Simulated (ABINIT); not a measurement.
## A GW chain in ABINIT: WS2 (Tungstenite)

How does a plane-wave GW calculation on WS2 (Tungstenite) run from the first input to the gap?

Program: ABINIT 10.8.3. Level of theory: PBEsol and many-body steps on it, plane waves. Results are calculated unless marked as measured.

Most raw output is cut from this account.

### Step 1. The starting structure

Symmetry: R3m, No. 160, trigonal system. Conventional cell: a = 3.158 Å, b = 3.158 Å, c = 18.490 Å, α = 90.00°, β = 90.00°, γ = 120.00°. W has 6 S at 2.39 to 2.42 Å nearest. S has 3 W at 2.39 Å nearest. Nearest to S lie 3 W at 2.42 Å. Farther neighbours and most contacts between anions are not listed.

The cell and positions come from the Crystallography Open Database and are kept as given unless a step says otherwise.

### Step 2. Ground state

This step: ABINIT 10.8.3; DFT, PBEsol with spin-orbit coupling, plane waves, norm-conserving pseudopotentials.

The ground-state density comes first.

run.abi

```
acell 3*1.0 Angstrom
rprim 
  1.579000000014 0.911636075086 6.163333333296
  -1.579000000014 0.911636075086 6.163333333296
  0.000000000000 -1.823272150090 6.163333333308
ntypat 2
znucl 74 16
natom 3
typat 1 2 2
xred 
  0.000000000000 0.000000000000 0.000000000000
  0.249700000000 0.249700000000 0.249700000000
  0.419000000000 0.419000000000 0.419000000000
pp_dirpath "pseudos"
pseudos "W.upf, S.upf"
ecut 31
nspinor 2
ngkpt 6 6 6
nshiftk 1
shiftk 0 0 0
kptopt 1
chksymbreak 0
nband 36
occopt 1
tolvrs 1e-10
nstep 60
prtwf 0
optforces 0
optstress 0
indata_prefix "in"
outdata_prefix "out"
tmpdata_prefix "tmp"
```

The run is started by

```console
OMP_NUM_THREADS=1 mpirun -n 4 abinit run.abi > log
```

Elapsed: 2.7 min, on 4 MPI ranks of Arm Neoverse V2, shared host; peak memory 0.67 GiB; 11 min of CPU time.

Numbers from this step:

```yaml
total_energy: -2669.6937 eV
gap: 0.8642 eV
k_of_the_valence_top: 0.5, 0.5, 0.5
k_of_the_conduction_bottom: -0.1667, 0.1667, 0
least_direct_gap: 1.629 eV
```

The gap is indirect, with the least direct gap 0.77 eV higher.

### Step 3. Bands along the symmetry lines

The cheap functional maps the bands first; the places of the edges decide which points the dearer methods must see.

run.abi

```
acell 3*1.0 Angstrom
rprim 
  1.579000000014 0.911636075086 6.163333333296
  -1.579000000014 0.911636075086 6.163333333296
  0.000000000000 -1.823272150090 6.163333333308
ntypat 2
znucl 74 16
natom 3
typat 1 2 2
xred 
  0.000000000000 0.000000000000 0.000000000000
  0.249700000000 0.249700000000 0.249700000000
  0.419000000000 0.419000000000 0.419000000000
pp_dirpath "pseudos"
pseudos "W.upf, S.upf"
ecut 31
nspinor 2
iscf -2
irdden 1
kptopt 0
nkpt 31
kpt 
  0.00000000 0.00000000 0.00000000
  -0.12500000 -0.12500000 -0.12500000
  -0.25000000 -0.25000000 -0.25000000
  -0.37500000 -0.37500000 -0.37500000
  -0.50000000 -0.50000000 -0.50000000
  -0.50000000 -0.42031304 -0.57968697
  -0.50000000 -0.34062607 -0.65937393
  -0.50000000 -0.26093911 -0.73906089
  -0.50000000 -0.18125214 -0.81874786
  -0.18125214 0.18125214 -0.50000000
  -0.13593911 0.13593911 -0.50000000
  -0.09062607 0.09062607 -0.50000000
  -0.04531304 0.04531304 -0.50000000
  0.00000000 0.00000000 -0.50000000
  0.00000000 0.00000000 -0.37500000
  0.00000000 0.00000000 -0.25000000
  0.00000000 0.00000000 -0.12500000
  0.00000000 0.00000000 0.00000000
  0.00000000 0.08515652 -0.08515652
  0.00000000 0.17031304 -0.17031304
  0.00000000 0.25546955 -0.25546955
  0.00000000 0.34062607 -0.34062607
  -0.34062607 0.00000000 -0.65937393
  -0.38046955 0.00000000 -0.61953045
  -0.42031304 0.00000000 -0.57968697
  -0.46015652 0.00000000 -0.53984348
  -0.50000000 0.00000000 -0.50000000
  -0.37500000 0.00000000 -0.37500000
  -0.25000000 0.00000000 -0.25000000
  -0.12500000 0.00000000 -0.12500000
  0.00000000 0.00000000 0.00000000
istwfk *1
nband 42
nbdbuf 6
tolwfr 1e-08
nstep 40
prtwf 0
prtvol 0
indata_prefix "in"
outdata_prefix "out"
tmpdata_prefix "tmp"
```

The job ended after 73 s (4 MPI ranks; peak memory 0.45 GiB).

Numbers from this step:

```yaml
gap: 0.8539 eV
k_of_the_valence_top: -0.5, -0.5, -0.5
k_of_the_conduction_bottom: 0, 0.1703, -0.1703
least_direct_gap: 1.641 eV
```

The gap is 0.854 eV, −0.010 eV from the run before at this level.

The electronic bands at the labelled points (eV, zero at the top of the highest filled band):

| point | band 23 | band 24 | band 25 | band 26 | band 27 | band 28 | band 29 | band 30 |
| --- | --- | --- | --- | --- | --- | --- | --- | --- |
| Γ | -1.59 | -1.59 | -1.22 | -1.22 | 2.09 | 2.09 | 2.18 | 2.18 |
| halfway | -2.20 | -2.19 | -0.33 | -0.33 | 2.14 | 2.14 | 2.14 | 2.25 |
| T | -2.18 | -2.18 | 0.00 | 0.00 | 2.19 | 2.19 | 2.21 | 2.21 |
| halfway | -2.28 | -2.17 | -1.67 | -1.45 | 1.43 | 1.73 | 2.01 | 2.25 |
| H2 | -3.08 | -3.02 | -0.93 | -0.52 | 1.18 | 1.22 | 2.40 | 2.59 |
| jump to H0 | -3.08 | -3.02 | -0.93 | -0.52 | 1.18 | 1.22 | 2.40 | 2.59 |
| halfway | -2.81 | -2.79 | -1.33 | -1.00 | 1.69 | 1.88 | 2.50 | 2.80 |
| L | -1.95 | -1.95 | -1.64 | -1.64 | 2.17 | 2.17 | 2.61 | 2.61 |
| halfway | -1.95 | -1.95 | -1.63 | -1.61 | 1.28 | 1.28 | 2.00 | 2.03 |
| Γ | -1.59 | -1.59 | -1.22 | -1.22 | 2.09 | 2.09 | 2.18 | 2.18 |
| halfway | -1.88 | -1.83 | -1.65 | -1.46 | 0.85 | 1.02 | 2.13 | 2.15 |
| S0 | -3.12 | -3.07 | -0.91 | -0.49 | 1.15 | 1.18 | 2.41 | 2.59 |
| jump to S2 | -3.12 | -3.07 | -0.91 | -0.49 | 1.15 | 1.18 | 2.41 | 2.59 |
| halfway | -3.04 | -2.99 | -1.27 | -0.93 | 1.84 | 2.05 | 2.67 | 3.09 |
| F | -2.08 | -2.08 | -1.54 | -1.54 | 2.13 | 2.13 | 2.69 | 2.69 |
| halfway | -2.27 | -2.26 | -1.52 | -1.48 | 1.37 | 1.47 | 1.86 | 1.91 |
| Γ | -1.59 | -1.59 | -1.22 | -1.22 | 2.09 | 2.09 | 2.18 | 2.18 |

### Step 4. Empty states on the mesh, 4×4×4 mesh, 106 bands

The sums over transitions need many empty states on a uniform mesh; this step solves for them.

run.abi

```
acell 3*1.0 Angstrom
rprim 
  1.579000000014 0.911636075086 6.163333333296
  -1.579000000014 0.911636075086 6.163333333296
  0.000000000000 -1.823272150090 6.163333333308
ntypat 2
znucl 74 16
natom 3
typat 1 2 2
xred 
  0.000000000000 0.000000000000 0.000000000000
  0.249700000000 0.249700000000 0.249700000000
  0.419000000000 0.419000000000 0.419000000000
pp_dirpath "pseudos"
pseudos "W.upf, S.upf"
ecut 31
nspinor 2
ngkpt 4 4 4
nshiftk 1
shiftk 0 0 0
kptopt 1
chksymbreak 0
iscf -2
irdden 1
istwfk *1
nband 106
nbdbuf 8
tolwfr 1e-09
nstep 60
prtvol 0
indata_prefix "in"
outdata_prefix "out"
tmpdata_prefix "tmp"
```

Run time: 2.2 min. Hardware: 4 MPI ranks; peak memory 0.47 GiB; 9 min of CPU time.

This step gave:

- gap: 1.279 eV
- k of the valence top: 0.5, 0.5, 0.5
- k of the conduction bottom: 0.25, 0, 0
- least direct gap: 2.186 eV
- k points computed: 13
- lowest point of the top converged band, above the valence top: 33.40 eV

On this mesh the gap is 1.279 eV. The earlier step found 0.864 eV, so this mesh misses an edge.

### Step 5. Screening, 4×4×4 mesh, 98 bands, screening to 98 eV

The RPA dielectric matrix is built and inverted for each q.

This step: RPA screening on PBEsol with spin-orbit coupling, plane waves, norm-conserving pseudopotentials.

Edit run.abi of step 4 so:

```diff
@@ -22,10 +22,11 @@
 chksymbreak 0
-iscf -2
-irdden 1
 istwfk *1
-nband 106
-nbdbuf 8
-tolwfr 1e-09
-nstep 60
-prtvol 0
+occopt 1
+irdwfk 1
+optdriver 3
+nband 98
+ecuteps 3.6
+inclvkb 0
+awtr 1
+symchi 1
 indata_prefix "in"
```

The job ended after 13 min (4 MPI ranks; peak memory 6.9 GiB; 51 min of CPU time).

Numbers from this step:

```yaml
eps_infinity_with_local_fields_on_this_mesh_along_the_program_s_q_direction: 11.05
the_same_without_local_fields: 12.84
plasma_frequency: 25.95 eV
plane_waves_in_the_screening_matrix: 129
```

Local fields lower ε∞ by 14 %.

### Step 6. Self-energy, 4×4×4 mesh, 98 bands, screening to 98 eV

The self-energy is evaluated for the states that the input lists, and the levels follow from it, in one-shot runs by the linearised quasiparticle equation.

This step: G0W0 on PBEsol with spin-orbit coupling, plane waves, norm-conserving pseudopotentials.

Edit run.abi of step 5 so:

```diff
@@ -25,8 +25,19 @@
 irdwfk 1
-optdriver 3
+optdriver 4
 nband 98
+gwcalctyp 0
+ecutsigx 31
+symsigma 0
+nkptgw 3
+kptgw 
+  0.5000000000 0.5000000000 0.5000000000
+  0.2500000000 0.0000000000 0.0000000000
+  0.0000000000 0.0000000000 0.0000000000
+bdgw 
+  23 30
+  24 29
+  23 30
 ecuteps 3.6
-inclvkb 0
-awtr 1
-symchi 1
+irdscr 1
+ppmodel 1
 indata_prefix "in"
```

The job ended after 5.2 min (4 MPI ranks; peak memory 4.4 GiB; 21 min of CPU time).

Numbers from this step:

```yaml
g0w0_gap_on_the_points_computed: 1.796 eV
starting_gap_on_the_mesh: 1.279 eV
k_of_the_valence_top: 0.5, 0.5, 0.5
k_of_the_conduction_bottom: 0.25, 0, 0
z_at_the_valence_top: 0.792
z_at_the_conduction_bottom: 0.799
least_direct_g0w0_gap_on_the_computed_points: 2.67 eV
```

The gap on the mesh goes from 1.28 eV to 1.80 eV, a correction of +0.52 eV. The start differs from the 0.86 eV found before because the two sample other k points.

Limits: finite bands, cutoff and mesh; screening head approximate. v1 is the top filled band, c1 the lowest empty one. Levels before and after the correction, in eV, zero at the valence-band top of each column:

|  | conduction bottom | valence top |
| --- | --- | --- |
| Kohn-Sham | 1.28 | 0.00 |
| G0W0 | 1.80 | 0.00 |

|  | level | energy (eV) |
| --- | --- | --- |
| Kohn-Sham | (0.5 0.5 0.5) v4-v3 | -2.176 |
| Kohn-Sham | (0.5 0.5 0.5) v2-v1 | 0.000 |
| Kohn-Sham | (0.5 0.5 0.5) c1-c2 | 2.186 |
| Kohn-Sham | (0.5 0.5 0.5) c3-c4 | 2.210 |
| Kohn-Sham | (0.25 0 0) v3 | -1.948 |
| Kohn-Sham | (0.25 0 0) v2 | -1.627 |
| Kohn-Sham | (0.25 0 0) v1 | -1.614 |
| Kohn-Sham | (0.25 0 0) c1 | 1.279 |
| Kohn-Sham | (0.25 0 0) c2 | 1.281 |
| Kohn-Sham | (0.25 0 0) c3 | 2.004 |
| G0W0 | (0.5 0.5 0.5) v4-v3 | -2.390 |
| G0W0 | (0.5 0.5 0.5) v2-v1 | 0.000 |
| G0W0 | (0.5 0.5 0.5) c1-c2 | 2.672 |
| G0W0 | (0.5 0.5 0.5) c3-c4 | 2.805 |
| G0W0 | (0.25 0 0) v3 | -2.505 |
| G0W0 | (0.25 0 0) v2 | -1.772 |
| G0W0 | (0.25 0 0) v1 | -1.758 |
| G0W0 | (0.25 0 0) c1 | 1.808 |
| G0W0 | (0.25 0 0) c2 | 1.796 |
| G0W0 | (0.25 0 0) c3 | 2.649 |

### Step 7. Where the time went

Times are wall times on 4 MPI ranks of Arm Neoverse V2, shared host, good to a factor of about two.

| step | time | share | memory (GiB) |
| --- | --- | --- | --- |
| ground state | 2.7 min | 11 % | 0.67 |
| bands along the symmetry lines | 73 s | 5 % | 0.45 |
| empty states on the mesh | 2.2 min | 9 % | 0.47 |
| screening | 13 min | 53 % | 6.9 |
| self-energy | 5.2 min | 22 % | 4.4 |

### Step 8. Outcome

* PBEsol gap: 0.85 eV, indirect
* G0W0 gap on the mesh: 1.80 eV
* G0W0 gap over the zone (rigid shift): 1.37 eV
* GW settings: 4×4×4 mesh, 98 bands, screening to 98 eV, Godby-Needs plasmon pole
* known limits: not at the basis limit; screening head approximate

In words: G0W0 moves the gap on the mesh from 1.28 eV to 1.80 eV (+0.52 eV), with Z of 0.79 and 0.80 at the edges. The mesh misses the band edges by 0.43 eV in all; a rigid shift gives 1.37 eV for the zone. Local fields lower the RPA ε∞ on this mesh from 12.84 to 11.05. Only 3 of the mesh's irreducible points were corrected, so a valley elsewhere could overtake. The dearest step here is «screening». Bands and cutoff are finite, so the gap is not at the basis limit. The miss can reach some tenths of an eV and take either sign; the mesh is an error of its own. In the G0W0 run levels were corrected at 3 k points alone, so a gap called «on the mesh» is the least over those, and an edge elsewhere would be missed. A denser mesh or path gives a starting gap of 0.85 eV: the GW mesh misses a band edge, so its gaps are not the fundamental one. The long-wavelength limit of the screening leaves out the non-local commutator, which shifts ε∞.

[Paths, hosts, dates, memory and timing lines, banners, echoed tables and standing remarks are left out of the program output.]

[Logs are printed without paths, hosts, clocks, repeated set-up lines and the standing remarks that a program may print on its own settings, such as how far it seeks lower states.]

[Runs of the session that timed out or met a known fault of the program may be left out.]

[Hosts, paths, dates, database ids (printed as entryN), source tags and the programs' standing remarks are cut or masked in the printed files.]

[G0W0 gaps are taken among the corrected bands and points alone; a level outside them can change the order at an edge.]

[Where Ansatz stands beside ABINIT at settings called matched, ABINIT's density can come from a denser mesh and the files from another edition; pairs whose starting gaps differed by over 0.03 eV were left out, so agreement reads better than it is.]
